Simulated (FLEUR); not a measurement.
# Collinear magnetic orders of MnPt3 with FLEUR, part 2 of 2

Does MnPt3 prefer parallel or opposed moments?

FLEUR MaX-R8.1; LDA (VWN); all-electron FLAPW, Dirac cores, scalar-relativistic bands.

So far, largest spin moment in the muffin-tin sphere (μB): step 2 (start 1: ferro +) 3.73; step 3 (order 2, typed as antiferro q=(0,1/2,1/2) +-) 3.67; step 4 (order 3, typed as antiferro q=(0,0,1/2) +-) 3.67.

## (7) Energies of the orders

Free energies are divided by the number of seeded atoms, so that cells of unlike size compare. Wavevectors q in the names are fractions of the primitive cell's reciprocal vectors.

Orders:

| start | final state | typed order kept | energy over the lowest (meV a seeded atom) | largest sphere moment (μB) | net moment (μB a primitive cell) | mesh matched | CPU time (s) |
| --- | --- | --- | --- | --- | --- | --- | --- |
| ferro + | ferromagnetic | yes | 0 | 3.727 | 4.157 | yes | 114.2 |
| antiferro q=(0,1/2,1/2) +- | antiferromagnetic | yes | 19.07 | 3.674 | 0 | yes | 863.6 |
| antiferro q=(0,0,1/2) +- | antiferromagnetic | yes | 31.5 | 3.674 | 0 | yes | 577.3 |
| no spin polarisation | non-magnetic | - | 1198 | 0 | 0 | yes | 53.74 |

## (8) Spin–orbit coupling, moments along [001]

Spin–orbit coupling ties the spins to the lattice and lets orbital moments form.

A new self-consistent run of the start ferro +, with the moments along z.

The input, inp.xml:

```
<?xml version="1.0" encoding="UTF-8" standalone="no"?>
<fleurInput fleurInputVersion="0.39">
   <comment>
      MnPt3
   </comment>
   <calculationSetup>
      <cutoffs Kmax="3.6" Gmax="10.8" GmaxXC="10.8" numbands="143"/>
      <scfLoop itmax="90" minDistance="0.00002" maxIterBroyd="15" imix="Anderson" alpha="0.05" precondParam="0.0" spinf="2.0" sdNocoIR="T"/>
      <coreElectrons ctail="T" frcor="F" kcrel="0" coretail_lmax="0"/>
      <xcFunctional name="vwn" relativisticCorrections="F"/>
      <magnetism jspins="2"/>
      <soc l_soc="T" theta="0.0" phi="0.0" spav="F"/>
      <expertModes spex="0" secvar="F"/>
      <geometryOptimization l_f="F" forcealpha="1.0" forcemix="BFGS" epsdisp="0.00001" epsforce="0.00001"/>
      <ldaU l_linMix="F" mixParam="0.05" spinf="1.0"/>
   </calculationSetup>
   <cell>
      <bzIntegration valenceElectrons="63.0" mode="hist" fermiSmearingEnergy="0.00183747">
         <kPointListSelection listName="default-1"/>
         <xi:include xmlns:xi="http://www.w3.org/2001/XInclude" href="kpts.xml"> </xi:include>
      </bzIntegration>
      <xi:include xmlns:xi="http://www.w3.org/2001/XInclude" href="sym.xml"> </xi:include>
      <bulkLattice scale="1.0">
         <bravaisMatrix>
            <row-1>    7.3699318859399998     0.0000000000000000     0.0000000000000000</row-1>
            <row-2>    0.0000000000000000     7.3699318859399998     0.0000000000000000</row-2>
            <row-3>    0.0000000000000000     0.0000000000000000     7.3699318859399998</row-3>
         </bravaisMatrix>
      </bulkLattice>
   </cell>
   <atomSpecies>
      <species name="Manganese 3.500" element="Mn" atomicNumber="25">
         <mtSphere radius="2.54" gridPoints="839" logIncrement="0.015"/>
         <atomicCutoffs lmax="10" lnonsphr="8"/>
         <electronConfig flipSpins="F">
            <coreConfig>(1s1/2) (2s1/2) (2p1/2) (2p3/2)</coreConfig>
            <valenceConfig>(3s1/2) (3p1/2) (3p3/2) (4s1/2) (3d3/2) (3d5/2)</valenceConfig>
            <stateOccupation state="(3d3/2)" spinUp="1.25" spinDown="0.75"/>
            <stateOccupation state="(3d5/2)" spinUp="3.0" spinDown="0.0"/>
         </electronConfig>
         <energyParameters s="4" p="4" d="3" f="4"/>
         <lo type="SCLO" l="0" n="3" eDeriv="0"/>
         <lo type="SCLO" l="1" n="3" eDeriv="0"/>
      </species>
      <species name="Platinum (Pt)" element="Pt" atomicNumber="78">
         <mtSphere radius="2.54" gridPoints="839" logIncrement="0.016"/>
         <atomicCutoffs lmax="10" lnonsphr="8"/>
         <electronConfig flipSpins="F">
            <coreConfig>(1s1/2) (2s1/2) (2p1/2) (2p3/2) (3s1/2) (3p1/2) (3p3/2) (4s1/2) (3d3/2) (3d5/2) (4p1/2) (4p3/2) (5s1/2) (4d3/2) (4d5/2) (4f5/2) (4f7/2)</coreConfig>
            <valenceConfig>(5p1/2) (5p3/2) (6s1/2) (5d3/2) (5d5/2)</valenceConfig>
            <stateOccupation state="(6s1/2)" spinUp="0.500000" spinDown="0.500000"/>
            <stateOccupation state="(5d3/2)" spinUp="1.800000" spinDown="1.800000"/>
            <stateOccupation state="(5d5/2)" spinUp="2.700000" spinDown="2.700000"/>
         </electronConfig>
         <energyParameters s="6" p="6" d="5" f="5"/>
         <lo type="SCLO" l="1" n="5" eDeriv="0"/>
      </species>
   </atomSpecies>
   <atomGroups>
      <atomGroup species="Manganese 3.500">
         <relPos label="                   1">.0000000000 .0000000000 .0000000000</relPos>
         <force calculate="T" relaxXYZ="TTT"/>
      </atomGroup>
      <atomGroup species="Platinum (Pt)">
         <relPos label="                   2">.0000000000 1.000/2.000 1.000/2.000</relPos>
         <relPos label="                   3">1.000/2.000 .0000000000 1.000/2.000</relPos>
         <force calculate="T" relaxXYZ="TTT"/>
      </atomGroup>
      <atomGroup species="Platinum (Pt)">
         <relPos label="                   4">1.000/2.000 1.000/2.000 .0000000000</relPos>
         <force calculate="T" relaxXYZ="TTT"/>
      </atomGroup>
   </atomGroups>
   <output dos="F" band="F" slice="F">
      <bandDOS minEnergy="-.5*Htr" maxEnergy="0.5*Htr" sigma="0.015" storeEVData="T"/>
      <plotting iplot="0" polar="F">
         <plot TwoD="T" vec1="  1.0  0.0  0.0" vec2="  0.0  1.0  0.0" vec3="  0.0  0.0  1.0" zero="  0.0  0.0  0.0" file="plot"/>
      </plotting>
      <moessbauerParams electricFieldGradient="F" isomerShift="F" coreHyperfine="F" valenceHyperfine="F"/>
   </output>
</fleurInput>
```

The input, crystal.txt:

```
MnPt3
&input film=F cartesian=F /
3.90000000000  0.00000000000  0.00000000000
0.00000000000  3.90000000000  0.00000000000
0.00000000000  0.00000000000  3.90000000000
1.8897261246
1.0 1.0 1.0

4
25 0.00000000000  0.00000000000  0.00000000000 : 3.500
78 0.00000000000  0.50000000000  0.50000000000
78 0.50000000000  0.00000000000  0.50000000000
78 0.50000000000  0.50000000000  0.00000000000

&soc 0.0000000 0.0000000 /
&kpt div1=8 div2=8 div3=8 gamma=T /
```

Command:

```console
$ OMP_NUM_THREADS=1 inpgen -f crystal.txt > inpgen.log  # inp.xml is then edited as shown
$ OMP_NUM_THREADS=1 mpirun -n 4 fleur_MPI > fleur.log
```

Elapsed: 5 min, on 4 MPI ranks of Intel Xeon 6975P-C (Granite Rapids), shared host; peak memory 0.69 GiB; 20 min of CPU time.

Spin moment in the muffin-tin sphere by atom:

| atom | spin moment in the muffin-tin sphere (μB) |
| --- | --- |
| Mn1 | 3.69 |
| Pt2 | 0.14 |
| Pt3 | 0.14 |
| Pt4 | 0.14 |

Read from the output:

| Item | Value |
| --- | --- |
| free energy | -1536522.7701 eV |
| program's band gap on this mesh (in a metal only a level spacing) | 0 eV |
| magnetization | 4.113 μB |
| final state | ferromagnetic |
| orbital moment along the spin | 0.02729 μB |

Orbital moment in the sphere, along the spin axis by atom:

| atom | orbital moment in the sphere, along the spin axis (μB) |
| --- | --- |
| Mn1 | 0.0273 |
| Pt2 | -0.0036 |
| Pt3 | -0.0036 |
| Pt4 | 0.0014 |

## (9) What came out

```yaml
lowest_state_found: ferromagnetic (typed ferro +)
largest_site_spin_moment: 3.73 μB
next_finished_state: antiferromagnetic, 19.1 meV a seeded atom higher
energy_gained_by_spin_polarisation: 1198 meV a seeded atom
orbital_moment_on_the_atom_of_largest_spin_along_its_spin_spin_orbit_run: 0.0273 μB
```

The lowest state found is ferromagnetic, reached from the start ferro +, with moments up to 3.73 μB. The next finished state costs 19 meV a seeded atom. Forming the largest moments gains far more than ordering them, so they should outlast the ordering temperature. On the atom of largest spin the orbital moment is almost quenched. Only 4 starts were tried; other patterns of signs, canted and longer-period orders were not.

[Logs and program files are shortened in this print: banners, set-up blocks, solver, clock and traceback lines can be left out without a mark of their own.]

[Logs are printed without paths, hosts, clocks, repeated set-up lines and the standing remarks that a program may print on its own settings, such as how far it seeks lower states.]

[Hosts, paths, dates, database ids (printed as entryN), source tags and the programs' standing remarks are cut or masked in the printed files.]

[Where a cell is said to come from a database of computed structures, the database is the Materials Project.]
